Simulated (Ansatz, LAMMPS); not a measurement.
**What do other settings change for ionic liquid ethylammonium Br- at 530 K (144 atoms)?**

Density of this cell: 1.44 g/cm³. The cell holds 144 atoms: 24 C, 12 N, 96 H and 12 Br. Its edges and angles: a = 12.039 Å, b = 12.039 Å, c = 12.039 Å, α = 90.0°, β = 90.0°, γ = 90.0°. 12 ethylammonium, 12 Br- placed at random, at 1.44 g/cm³; overlaps pushed apart, then 10 ps at 700 K with Joung-Cheatham ions (J. Phys. Chem. B 112, 9020 (2008)); MMFF94 bonds, angles, torsions, charges and radii (Halgren, J. Comput. Chem. 17, 490 (1996)) in harmonic and 12-6 forms; charges of ions scaled by 0.8. Snapshot after 30 ps at 530 K and fixed volume.

Geometry: as built.

Reference run: Kohn-Sham DFT, PBE+D4, PAW (set soft_2), plane waves (Ansatz 0.2.0), cutoff 750 eV, Γ point, fixed occupations.

```
r.m.s. force component                           : 1.013 eV/Å
gap (highest filled to lowest empty level) : 3.482 eV
SCF cycles                                       : 9
time                                             : 8.3 s on 8 threads of AMD EPYC 9R14 (Zen 4), shared host
```

Variants, in no order:
A. support functions medium, spacing 0.277 Å
B. support functions medium, spacing 0.383 Å
C. support functions high

**Question.** Rank the variants by how far their forces lie from the reference's, least first.

C, A, B.

| variant | Δ force, r.m.s. (meV/Å) | share of r.m.s. force (%) | time over the reference's |
| --- | --- | --- | --- |
| C. support functions high | 0.598 | 0.059 | 8.2 |
| A. support functions medium, spacing 0.277 Å | 4.28 | 0.423 | 1.9 |
| B. support functions medium, spacing 0.383 Å | 98.4 | 9.71 | 1.6 |

[Logs are printed without paths, hosts, clocks, repeated set-up lines and the standing remarks that a program may print on its own settings, such as how far it seeks lower states.]

[Hosts, paths, dates, database ids (printed as entryN), source tags and the programs' standing remarks are cut or masked in the printed files.]

[The MMFF94 radii named for the starting cell were scaled by 0.96; in molecules described by MMFF94, hydrogen bound to N, O or S took a small fixed 12-6 site in their place.]
